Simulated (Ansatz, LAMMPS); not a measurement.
**Amorphous 44Tb2O3-56MgO (mol %) (83 atoms): geometry optimisation**

Aim: bring amorphous 44Tb2O3-56MgO (mol %) (83 atoms) to a nearby minimum of the energy and see what moves.

Main program and level: Ansatz 0.2.0; Kohn-Sham DFT, PBEsol, PAW (set soft_2), plane waves.

## Step 1: The starting structure

The cell holds 83 atoms: 22 Tb, 14 Mg and 47 O. Its edges and angles: a = 10.630 Å, b = 10.630 Å, c = 10.630 Å, α = 90.0°, β = 90.0°, γ = 90.0°. 83 atoms (22 Gd, 14 Mg, 47 O) placed at random at 6.41 g/cm³, melted at 5000 K for 10 ps at fixed volume with the Morse and Coulomb pair potential with partial charges (Pedone, Malavasi, Menziani, Cormack and Segre, J. Phys. Chem. B 110, 11780 (2006)). Quenched from 5000 K to 300 K at 50 K/ps and fixed volume, held 10 ps at zero pressure, then minimised at fixed cell. Then Gd was replaced by Tb and the cell scaled by 1.008 (the potential has no terms for the new elements, so the cell is a start for a DFT relaxation).

## Step 2: Single point at the start

A single point comes first, to see the forces before anything moves.

input.yaml reads:

```yaml
crystal:
  lattice:
    - [10.63017, 0.0, 0.0]
    - [0.0, 10.63017, 0.0]
    - [0.0, 0.0, 10.63017]
  atoms:
    - { symbol: Tb, position: [0.2846, 0.50014, 0.68114], spin: 6.0 }
    - { symbol: Tb, position: [0.84861, 0.3294, 0.17757], spin: 6.0 }
    - { symbol: Tb, position: [0.13815, 0.18018, 0.17258], spin: 6.0 }
    - { symbol: Tb, position: [0.40346, 0.94495, 0.10056], spin: 6.0 }
    [... 73 atom lines left out ...]
    - { symbol: O, position: [0.06347, 0.4002, 0.17851] }
    - { symbol: O, position: [0.93428, 0.12627, 0.13731] }
    - { symbol: O, position: [0.07291, 0.46038, 0.66231] }
    - { symbol: O, position: [0.64658, 0.23818, 0.18098] }
    - { symbol: O, position: [0.20375, 0.9764, 0.16506] }
    - { symbol: O, position: [0.26904, 0.50248, 0.46589] }
magnetization:
  spin_polarized: true
kpoints:
  mp_grid: { grid: [1, 1, 1] }
hamiltonian:
  xc: pbesol
scf:
  occupations: { method: fermi_dirac, width: 0.05 }
  lower_state_search: "off"
output:
  forces: true
  stress: true
  populations: intrinsic
  dos:
    method: { smearing: { sigma: 0.15 } }
    de: 0.1
    projected: { site_lists: { Mg: [Mg], O: [O], Tb: [Tb] } }
  eigenvalues: true
```

Run with:

```bash
$ ansatz run input.yaml --threads 4 --pin off --max-ram 8192MiB --backend cpu --events-out ev --progress --plain --runs-dir out
```

Numbers of over 12 decimals in the logs are rounded to 6 here.

Log:

```text
Tb: projections on atomic orbitals take those of the free atom [Kr 4d10] 4f9 5s2 5p6 5d0 6s2, of charge +0.00 (hamiltonian.pseudopotentials.projection_atoms); the dataset's partial waves leave at most 4.5e-4 of an orbital's norm unspanned inside its sphere
Engine: ansatz 0.2.0, aarch64-unknown-linux-gnu
Pseudopotentials: kind: paw
Pseudopotential: Tb, paw, valence charge 19, recommended cutoff 420 eV (normal), Tb.paw.azcp
Pseudopotential: Mg, paw, valence charge 10, recommended cutoff 420 eV (normal), Mg.paw.azcp
Pseudopotential: O, paw, valence charge 6, recommended cutoff 420 eV (normal), O.paw.azcp
[... 3 lines on functional and potentials left out ...]
Crystal: 83 atoms, lattice volume = 1201.215 Å³
Basis set: ecut = 420 eV, 23583 PW (Γ), exchange–correlation on 144×144×144 points (8 copies of the dense FFT grid, shifted against one another)
Bands: 584, of which v1, the nominal top of the filled ones, is band 420 counted from 1 (419 counted from 0)
Symmetry: 1 space group operations
Space group: P1 (ITA 1), of the structure as read, at distance tolerance 1.1e-4 Å
Magnetic group: BNS 1.1 (UNI 1), of the structure as read, at distance tolerance 1.1e-4 Å
k-points: 1
[... 10 lines on functional and potentials left out ...]
Initial density: superposition of atomic densities (chi_scale 0.1, normalization cell, long waves 87 % of neutral atoms (reshape's long-wave potential 1.87 eV rms, cloud 2.07 Å wide))
Starting moments: Σ|m| = 132 μB on 22 of 83 sites
Initial wavefunctions: pseudopotential atomic-orbital guess
Functional: x = pbesol(κ = 0.804, μ = 0.123457), c = pbesol(β = 0.046)
SCF iter   1: F=—  HF=-269695.207650 eV  |F-HF|=—  |Δ(HF+E_count)|=         —  Δρ=2.62e-1 (↑2.02e-1 ↓2.62e-1)  dr2=5.14e2  dr2_m=5.14e2  M=65.071 μB ∫|m|=144.525 μB  β_m=0.30  ethr=3.10e-3  ⟨swp⟩=6.0  Hψ=4692  notcnv=0  defer=11
preconditioner: auto → Kerker (q_TF=auto, 2.570 Å⁻¹)  [metal: Δε(μ)=0.002 eV  Ē_g=12.445 eV  σ=0.050 eV  W_gap=0.01  n_scr=340 (ndim 8)  ℏωp=28.0 eV  f_vac=0.000  D(μ)=168.72/eV (n_scr^D=2552)]
spin=Collinear: Kerker preconditioning applied to the charge; magnetization (m = ρ↑ − ρ↓) channel mixes plain (no charge-response kernel on spin).
SCF iter   2: F=—  HF=-269775.528613 eV  |F-HF|=—  |Δ(HF+E_count)|=    8.03e1  Δρ=4.02e-1 (↑3.37e-1 ↓4.02e-1)  dr2=5.55e3  dr2_m=4.30e2  M=17.967 μB ∫|m|=77.490 μB  β_m=0.30  ethr=3.10e-3  ⟨swp⟩=4.5  Hψ=3554  notcnv=0  defer=126
SCF iter   3: F=—  HF=-269905.039160 eV  |F-HF|=—  |Δ(HF+E_count)|=    1.30e2  Δρ=4.97e-1 (↑4.97e-1 ↓3.92e-1)  dr2=8.72e3  dr2_m=5.02e2  M=15.362 μB ∫|m|=51.447 μB  β_m=0.30  ethr=3.10e-3  ⟨swp⟩=5.5  Hψ=3335  notcnv=0  defer=232
SCF iter   4: F=—  HF=-269979.405684 eV  |F-HF|=—  |Δ(HF+E_count)|=    7.44e1  Δρ=4.80e-1 (↑3.98e-1 ↓4.80e-1)  dr2=8.78e3  dr2_m=3.97e2  M=20.000 μB ∫|m|=50.270 μB  β_m=0.30  ethr=3.10e-3  ⟨swp⟩=5.0  Hψ=3301  notcnv=0  defer=263
[...]
SCF iter   7: F=—  HF=-269807.643151 eV  |F-HF|=—  |Δ(HF+E_count)|=    1.29e2  Δρ=4.85e-1 (↑3.95e-1 ↓4.85e-1)  dr2=8.36e3  dr2_m=5.52e2  M=7.319 μB ∫|m|=51.488 μB  β_m=0.30  ethr=3.10e-3  ⟨swp⟩=5.5  Hψ=3433  notcnv=0  defer=213
SCF iter   8: F=—  HF=-269751.806082 eV  |F-HF|=—  |Δ(HF+E_count)|=    5.58e1  Δρ=4.38e-1 (↑4.38e-1 ↓3.64e-1)  dr2=7.30e3  dr2_m=3.90e2  M=42.499 μB ∫|m|=58.770 μB  β_m=0.30  ethr=3.10e-3  ⟨swp⟩=5.5  Hψ=3388  notcnv=0  defer=236
SCF iter   9: F=—  HF=-269686.927495 eV  |F-HF|=—  |Δ(HF+E_count)|=    6.49e1  Δρ=3.80e-1 (↑3.72e-1 ↓3.80e-1)  dr2=5.86e3  dr2_m=4.78e2  M=36.174 μB ∫|m|=78.923 μB  β_m=0.30  ethr=3.10e-3  ⟨swp⟩=6.0  Hψ=2731  notcnv=0  defer=243
SCF iter  10: F=—  HF=-269696.324149 eV  |F-HF|=—  |Δ(HF+E_count)|=    9.40e0  Δρ=3.78e-1 (↑3.06e-1 ↓3.78e-1)  dr2=4.97e3  dr2_m=4.00e2  M=47.928 μB ∫|m|=90.448 μB  β_m=0.30  ethr=3.10e-3  ⟨swp⟩=5.0  Hψ=2916  notcnv=0  defer=199
[...]
spin-set hold was let go at iteration 30 (at or past its limit, not by a criterion on the site moments or on the charge that they waited for): the magnetisation degrees of freedom join the quasi-Newton model from the next iteration; the mixer history was flushed
[...]
SCF iter  71: F=—  HF=-269710.512303 eV  |F-HF|=—  |Δ(HF+E_count)|=    5.34e1  Δρ=3.15e-1 (↑2.00e-1 ↓3.15e-1)  dr2=2.35e3  dr2_m=3.24e2  M=45.038 μB ∫|m|=118.803 μB  ethr=1.19e-7  ⟨swp⟩=14.5  Hψ=14724  notcnv=0
Mixer restart at iter 71: flushing history
iteration 71: the SCF's residuals had fallen too slowly under its mixing. It goes on by minimising its free energy, and can end on another state than longer mixing would; under `scf.algorithm: density_mixing` no SCF does so, but by `scf.convergence.dm_fallback`
SCF iter  72: F=—  HF=-269694.952441 eV  |F-HF|=—  |Δ(HF+E_count)|=    1.56e1  Δρ=1.51e-1 (↑1.51e-1 ↓1.45e-1)  dr2=1.11e3  dr2_m=4.57e1  M=48.156 μB ∫|m|=129.611 μB  ethr=1.19e-7  ⟨swp⟩=10.0  Hψ=13383  notcnv=0
SCF iter  73: F=—  HF=-269708.494985 eV  |F-HF|=—  |Δ(HF+E_count)|=    1.35e1  Δρ=3.38e-1 (↑3.38e-1 ↓1.87e-1)  dr2=2.65e3  dr2_m=3.61e2  M=46.405 μB ∫|m|=119.067 μB  ethr=1.19e-7  ⟨swp⟩=12.0  Hψ=12164  notcnv=0
SCF iter  74: F=—  HF=-269675.431246 eV  |F-HF|=—  |Δ(HF+E_count)|=    3.31e1  Δρ=1.43e-1 (↑7.21e-2 ↓1.43e-1)  dr2=3.92e2  dr2_m=7.07e1  M=33.553 μB ∫|m|=131.649 μB  ethr=1.19e-7  ⟨swp⟩=12.0  Hψ=10763  notcnv=0
SCF iter  75: F=—  HF=-269676.574972 eV  |F-HF|=—  |Δ(HF+E_count)|=    1.14e0  Δρ=9.47e-2 (↑4.11e-2 ↓9.47e-2)  dr2=1.71e2  dr2_m=2.88e1  M=33.816 μB ∫|m|=131.431 μB  ethr=1.19e-7  ⟨swp⟩=10.5  Hψ=9542  notcnv=0
SCF iter  76: F=—  HF=-269675.934579 eV  |F-HF|=—  |Δ(HF+E_count)|=   6.40e-1  Δρ=6.58e-2 (↑3.74e-2 ↓6.58e-2)  dr2=8.76e1  dr2_m=1.55e1  M=37.772 μB ∫|m|=131.422 μB  ethr=1.19e-7  ⟨swp⟩=9.0  Hψ=9384  notcnv=0
SCF iter  77: F=—  HF=-269676.034041 eV  |F-HF|=—  |Δ(HF+E_count)|=   9.95e-2  Δρ=5.94e-2 (↑3.39e-2 ↓5.94e-2)  dr2=7.23e1  dr2_m=1.27e1  M=39.372 μB ∫|m|=131.399 μB  ethr=1.19e-7  ⟨swp⟩=8.5  Hψ=8691  notcnv=0
SCF iter  78: F=—  HF=-269675.539899 eV  |F-HF|=—  |Δ(HF+E_count)|=   4.94e-1  Δρ=3.37e-2 (↑3.08e-2 ↓3.37e-2)  dr2=3.34e1  dr2_m=5.64e0  M=34.536 μB ∫|m|=131.329 μB  ethr=1.19e-7  ⟨swp⟩=9.0  Hψ=8947  notcnv=0
SCF iter  79: F=—  HF=-269675.206908 eV  |F-HF|=—  |Δ(HF+E_count)|=   3.33e-1  Δρ=8.10e-4 (↑8.10e-4 ↓4.23e-4)  dr2=1.25e-2  dr2_m=2.41e-3  M=36.022 μB ∫|m|=131.312 μB  ethr=1.19e-7  ⟨swp⟩=7.0  Hψ=7542  notcnv=0
```

It took 23 min on 4 threads of Arm Neoverse V2, shared host; peak memory 4.6 GiB.

Residual by cycle:

cycle, log10 residual and a bar from the least value:
```
        1        2.7 #######################
        8        3.9 #############################
       15        3.6 ############################
       22        3.4 ###########################
       29        3.4 ###########################
       36        4.0 ##############################
       44        3.6 ############################
       51        3.4 ###########################
       58        2.6 #######################
       65        3.2 ##########################
       72        3.0 #########################
       79       -1.9
```

The run was cut off at its time limit.

After 79 cycles the residual stands at 0.013.

The session had allowed this step about 23 min.

[Logs are printed without paths, hosts, clocks, repeated set-up lines and the standing remarks that a program may print on its own settings, such as how far it seeks lower states.]

[Hosts, paths, dates, database ids (printed as entryN), source tags and the programs' standing remarks are cut or masked in the printed files.]
